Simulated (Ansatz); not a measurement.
## Debugging a many-body input for InGaP2 (zincblende [001] superlattice) (Pmm2)

A first try at the G0W0 gap of InGaP2 (zincblende [001] superlattice) (Pmm2), what the program said, and an input that works.

Calculated with Ansatz 0.2.0; G0W0 on PBEsol, plane waves, PAW; PAW set soft_1.

The structure was built from a prototype and need not be the compound's stable phase.

## (1) The starting structure

Symmetry: P-4m2, No. 115, tetragonal system. Conventional cell: a = 3.992 Å, b = 3.992 Å, c = 5.684 Å, α = 90.00°, β = 90.00°, γ = 90.00°. Ga has 4 P at 2.38 Å nearest. P has 2 Ga at 2.38 Å and 2 In at 2.52 Å nearest. In has 4 P at 2.52 Å nearest. It derives from GaP. Farther neighbours are not listed. That group holds within 0.01 Å; judged at 0.001 Å it is Pmm2 (No. 25).

The structure was relaxed with PBEsol. The runs that relaxed it are not among those shown.

## (2) First try

Input file input.yaml:

```yaml
crystal:
  lattice:
    - [3.9934977685, 0.0, 0.0]
    - [0.0, 3.9912654442, 0.0]
    - [0.0, 0.0, 5.684030247]
  atoms:
    - { symbol: Ga, position: [0.0, 0.0, 0.1160816638] }
    - { symbol: P, position: [0.5, 0.0, 0.3446070586] }
    - { symbol: In, position: [0.5, 0.5, 0.6160108599] }
    - { symbol: P, position: [0.0, 0.5, 0.8870576487] }
kpoints:
  mp_grid: { grid: [4, 4, 2] }
hamiltonian:
  xc: pbesol
  pseudopotentials: { kind: paw, azcp: { folder: soft_1 }, xc_functional: pbe }
scf:
  occupations: { method: fermi_dirac, width: 1.0 }
gw:
  n_empty_bands: 95
  ecut_chi: 60
  qp_bands: [v2, c2]
  qp_kpoints: band_edges
  screening: { model: contour_deformation }
```

Started as:

```sh
> ansatz run input.yaml --threads 4 --pin off --max-ram 17510MiB --backend cpu --events-out ev --progress --plain --runs-dir out
```

Numbers of over 12 decimals in the logs are rounded to 6 here.

Log:

```text
band count auto-derived: 36 (N_el = 36.0; filled up to band 18; 22 by the electrons, moments and atoms)
Engine: ansatz 0.2.0, aarch64-unknown-linux-gnu
Pseudopotentials: kind: paw
Pseudopotential: Ga, paw, valence charge 13, recommended cutoff 420 eV (normal), soft_1/Ga.paw.azcp
Pseudopotential: P, paw, valence charge 5, recommended cutoff 420 eV (normal), soft_1/P.paw.azcp
Pseudopotential: In, paw, valence charge 13, recommended cutoff 420 eV (normal), soft_1/In.paw.azcp
Functional definition: PBEsol
  exchange = pbesol_x
  correlation = pbesol_c
Crystal: 4 atoms, lattice volume = 90.598 Å³
Basis set: ecut = 420 eV, 1787 PW (Γ)
Bands: 36, of which v1, the nominal top of the filled ones, is band 18 counted from 1 (17 counted from 0)
Symmetry: 4 space group operations
Space group: Pmm2 (ITA 25), of the structure as read, at distance tolerance 4.5e-5 Å
k-points: 18 of 32
Non-local potential: Ga, projectors of the file, l = 0: 2, l = 1: 2, l = 2: 3, l = 3: 1
Non-local potential: P, projectors of the file, l = 0: 2, l = 1: 2, l = 2: 1
Non-local potential: In, projectors of the file, l = 0: 2, l = 1: 2, l = 2: 2, l = 3: 1
PAW form: soft (Blöchl's): semilocal exchange-correlation on the pseudo side does not see the compensation charge
PAW frozen core: Ga, regenerated for the run's functional, and the local potential with it (the file was generated under x = pbe(κ = 0.804, μ = 0.219515), c = pbe(β = 0.066725))
PAW frozen core: P, regenerated for the run's functional, and the local potential with it (the file was generated under x = pbe(κ = 0.804, μ = 0.219515), c = pbe(β = 0.066725))
PAW frozen core: In, regenerated for the run's functional, and the local potential with it (the file was generated under x = pbe(κ = 0.804, μ = 0.219515), c = pbe(β = 0.066725))
PAW one-centre angular grid: Ga, 590 points (default); XC on 64 Gauss nodes
PAW one-centre angular grid: P, 110 points (default); XC on 64 Gauss nodes
PAW one-centre angular grid: In, 590 points (default); XC on 64 Gauss nodes
Initial density: superposition of atomic densities (chi_scale 0.1, normalization cell, long waves kept (reshape's long-wave potential 0.01 eV rms))
Initial wavefunctions: pseudopotential atomic-orbital guess
Functional: x = pbesol(κ = 0.804, μ = 0.123457), c = pbesol(β = 0.046)
SCF iter   1: F=—  HF=-10751.636290 eV  |F-HF|=—  |Δ(HF+E_count)|=         —  Δρ=3.22e-2  dr2=8.91e-1  ethr=3.10e-3  ⟨swp⟩=11.1  Hψ=3841  notcnv=0
preconditioner: auto → Kerker (q_TF=auto, 2.339 Å⁻¹)  [metal: Δε(μ)=1.150 eV  Ē_g=18.585 eV  σ=1.000 eV  W_gap=0.28  n_scr=20 (ndim 8)  ℏωp=23.4 eV  f_vac=0.000  D(μ)=1.17/eV (n_scr^D=2)]
SCF iter   2: F=—  HF=-10751.471726 eV  |F-HF|=—  |Δ(HF+E_count)|=   1.65e-1  Δρ=2.00e-2  dr2=3.22e-1  ethr=2.47e-3  ⟨swp⟩=1.0  Hψ=792  notcnv=0
SCF iter   3: F=—  HF=-10751.412506 eV  |F-HF|=—  |Δ(HF+E_count)|=   5.92e-2  Δρ=4.37e-3  dr2=1.83e-2  ethr=8.95e-4  ⟨swp⟩=2.4  Hψ=947  notcnv=0
SCF iter   4: F=—  HF=-10751.402243 eV  |F-HF|=—  |Δ(HF+E_count)|=   1.03e-2  Δρ=2.09e-3  dr2=6.95e-3  ethr=5.09e-5  ⟨swp⟩=2.0  Hψ=991  notcnv=0
SCF iter   5: F=—  HF=-10751.401703 eV  |F-HF|=—  |Δ(HF+E_count)|=   5.40e-4  Δρ=8.97e-4  dr2=1.29e-3  ethr=1.93e-5  ⟨swp⟩=2.1  Hψ=843  notcnv=0
SCF iter   6: F=—  HF=-10751.402070 eV  |F-HF|=—  |Δ(HF+E_count)|=   3.67e-4  Δρ=2.49e-4  dr2=6.68e-5  ethr=3.57e-6  ⟨swp⟩=2.7  Hψ=1127  notcnv=0
SCF iter   7: F=—  HF=-10751.402112 eV  |F-HF|=—  |Δ(HF+E_count)|=   4.17e-5  Δρ=4.83e-5  dr2=2.72e-6  ethr=1.86e-7  ⟨swp⟩=2.6  Hψ=1043  notcnv=0
SCF iter   8: F=—  HF=-10751.402114 eV  |F-HF|=—  |Δ(HF+E_count)|=   2.29e-6  Δρ=1.57e-5  dr2=3.68e-7  ethr=7.56e-9  ⟨swp⟩=2.8  Hψ=1221  notcnv=0
SCF iter   9: F=-10751.402114 eV  HF=-10751.402114 eV  |F-HF|=1.38e-8  |Δ(HF+E_count)|=   7.42e-8  Δρ=4.95e-6  dr2=6.28e-8  ethr=2.78e-10  ⟨swp⟩=5.1  Hψ=2017  notcnv=0
SCF 1 converged in 9 iterations: F = -10751.402114 eV  dr2 = 6.28e-8
[...]
NSCF: frozen V_eff on 18 k-points
SCF converged after 9 iterations
Free energy (F): -10751.402114 eV
Harris-Foulkes:  -10751.402114 eV  (|F-HF|=1.38e-8)
Internal energy: -10746.821217 eV  (E = F + TS)
E sigma→0 (E₀):  -10749.111665 eV
Entropy (-TS):   -4.580898 eV (-1145.224 meV/atom)
Fermi energy:    7.533956 eV
--- Per-component energies (eV) ---
  E_band       = -111.015302
  E_kinetic    = 469.464153
  E_local      = -3020.168677  (includes V_loc(G=0)·N_el)
  E_nonlocal   = 301.316273
  E_hartree    = 1551.847976
  E_xc         = -348.396641
  E_vxc        = -267.223107  (∫ρ·V_xc dr)
  E_paw        = -7175.634060  (= ΣΔE_a)
  E_vpaw       = -698.099572  (= ΣTr[D̂ρ^β])
  E_aug_tail   = -0.000065  (compensation charges beyond the density's cutoff)
  E_ewald      = -2526.441250
  E_core_change = 1.191075  (= ΣΔE_core)
  E_smearing   = -4.580898  (= −TS)
  E_closure    = -0.000000  (closes the sum)
  Σ components = -10751.402114   (vs F -10751.402114, Δ=0.00e0)
--- Band table (eV; the first three rows and the last of 18) ---
  k-point 0: bands = [... 14 lower, 4.3297, 6.7259, 6.9022, 6.9089, 7.8680, 8.6234, 8.9398, 10.8994, ... 14 higher]
  k-point 1: bands = [... 14 lower, 4.9805, 4.9890, 5.6725, 5.6790, 9.0056, 9.0857, 10.1777, 10.5814, ... 14 higher]
  k-point 2: bands = [... 14 lower, 4.2669, 4.7141, 5.6683, 6.6584, 8.8387, 9.7001, 10.9631, 11.3564, ... 14 higher]
  k-point 17: bands = [... 14 lower, 3.5141, 3.6946, 3.7104, 3.7107, 11.3027, 11.3033, 11.3979, 11.4736, ... 14 higher]
Error: G₀W₀ refused: G₀W₀ requires an insulating spectrum, but band 10 at k-index 0 (both counted from 0) has fractional occupation f = 1.9999937 (expected 0 or 2). The pass judges the occupations at the input's 1 eV smearing even where the SCF narrowed it. If the crystal has a gap, the smearing's tails reach a band edge, so set scf.occupations.method: fixed, or a narrower scf.occupations.width. For a metal, which is not supported, drop the gw: section
```

It took 12 s on 4 threads of Arm Neoverse N1, shared host; peak memory 0.57 GiB.

The column dr2 measures how far the density is from self-consistency, as an energy; F and HF (Harris–Foulkes) agree once it is small.

**What went wrong?**

The self-consistent loop converged; the step after it was not made.

The fault: smeared occupations of electronvolts. A wide smearing fills conduction states and empties valence ones, so the start is no longer the insulator.

## (3) A better input

Now the one-shot GW correction: screening in the RPA, then the self-energy of the levels asked for. This step takes PAW set soft_1 files.

input.yaml: that of step 2 with these lines changed.

```diff
@@ -11,3 +11,3 @@
 kpoints:
-  mp_grid: { grid: [4, 4, 2] }
+  mp_grid: { grid: [4, 4, 4] }
 hamiltonian:
@@ -16,6 +16,6 @@
 scf:
-  occupations: { method: fermi_dirac, width: 1.0 }
+  occupations: { method: fixed }
 gw:
-  n_empty_bands: 95
-  ecut_chi: 60
+  n_empty_bands: 175
+  ecut_chi: 90.0
   qp_bands: [v2, c2]
```

Log:

```text
[...]
Crystal: 4 atoms, lattice volume = 90.598 Å³
Basis set: ecut = 420 eV, 1787 PW (Γ)
Bands: 22, of which v1, the nominal top of the filled ones, is band 18 counted from 1 (17 counted from 0)
[... 1 set-up line as in the run before ...]
[...]
k-points: 27 of 64 (time reversal used)
[...]
SCF iter   1: F=—  HF=-10750.188227 eV  |F-HF|=—  |Δ(HF+E_count)|=         —  Δρ=3.88e-2  dr2=1.41e0  ethr=3.10e-3  ⟨swp⟩=5.2  Hψ=2628  notcnv=0  defer=45
[...]
SCF iter   8: F=-10749.802777 eV  HF=-10749.802777 eV  |F-HF|=1.07e-7  |Δ(HF+E_count)|=   2.05e-6  Δρ=1.02e-5  dr2=6.01e-8  ethr=2.78e-10  ⟨swp⟩=8.0  Hψ=2942  notcnv=0
SCF 1 converged in 8 iterations: F = -10749.802777 eV  dr2 = 6.01e-8
[...]
NSCF: frozen V_eff on 27 k-points
G₀W₀ screening: q 1/27
[... further progress lines ...]
SCF converged after 8 iterations
Free energy (F): -10749.802777 eV
[...]
0    17      7.0541   -16.9228     1.3885   -15.2116  0.7481     6.7283     6.7315  root
     0    18      7.0613   -16.9207     1.3871   -15.2111  0.7481     6.7357     6.7389  root
     0    19      7.9510   -10.3008    -3.7586   -14.4600  0.7652     8.3567     8.3515  root
     0    20      8.6660    -7.2197    -3.6919   -11.0454  0.7734     8.8002     8.7997  root
     3    17      5.7790   -15.6966     1.5328   -13.8182  0.7436     5.4293     5.4335  root
     3    18      6.8072   -16.7732     1.4889   -14.9511  0.7464     6.4705     6.4740  root
     3    19      8.8771    -7.8700    -3.9268   -12.0699  0.7642     9.1526     9.1502  root
     3    20      9.8077    -9.0157    -4.1469   -13.5042  0.7589    10.1534    10.1493  root
[...]
24    17      4.4781   -15.6557     2.1925   -13.0568  0.7253     4.0647     4.0717  root
    24    18      4.6774   -15.6622     2.1717   -13.0869  0.7259     4.2667     4.2738  root
    24    19      8.5630    -6.7761    -3.6735   -10.5657  0.7785     8.6794     8.6791  root
    24    20      8.5640    -6.7757    -3.6737   -10.5656  0.7785     8.6805     8.6801  root
[key lines of the parts left out:]
Fermi energy:    7.061292 eV
```

Wall time 2.4 min (4 threads); peak memory 0.91 GiB.

Numbers from this step:

- bands summed: 193
- RPA ε∞ on this mesh (eigenvalues): 15.61, 20.61, 20.74
- plane waves in the screening matrix: 181
- q-points in the mesh: 64
- G0W0 gap on the mesh: 1.613 eV
- k of the valence top: 0, 0, 0
- k of the conduction bottom: 0, 0, 0
- starting gap on the mesh: 0.8897 eV
- Z at the valence top: 0.7481
- Z at the conduction bottom: 0.7652
- least direct G0W0 gap on the computed points: 1.613 eV

The gap on the mesh goes from 0.89 eV to 1.61 eV, a correction of +0.72 eV. Between the two edge states, bare exchange in place of the xc potential would open the gap by 5.87 eV, and correlation takes back 5.15 eV.

## (4) Summary of results

| Property | Result |
| --- | --- |
| first try | the many-body step was refused after 12 s |
| better run | G0W0 gap on the mesh 1.61 eV (4×4×4 mesh, 175 empty bands, screening to 90 eV, PAW set soft_1 files) |

What this shows: The second run differs in: mesh, empty bands, screening cutoff (eV) and smearing (eV). Bands and cutoff are finite, so the gap is not at the basis limit. The miss can reach some tenths of an eV and take either sign; the mesh is an error of its own. The 4×4×4 mesh is coarse for this cell (its supercell is 16 Å along the shortest edge). The RPA ε∞ on it, from the PBEsol start, is 15.61, 20.61 and 20.74; such meshes misread the long-range screening, most where the gap is narrow. The many-body steps are scalar-relativistic: spin-orbit coupling is not in them.

[Paths, hosts, dates, memory and timing lines, banners, echoed tables and standing remarks are left out of the program output.]

[Logs are printed without paths, hosts, clocks, repeated set-up lines and the standing remarks that a program may print on its own settings, such as how far it seeks lower states.]

[Runs of the session that timed out or met a known fault of the program may be left out.]

[Cells called generated may have been cut or substituted from an entry of the Crystallography Open Database or the Materials Project.]

[Hosts, paths, dates, database ids (printed as entryN), source tags and the programs' standing remarks are cut or masked in the printed files.]
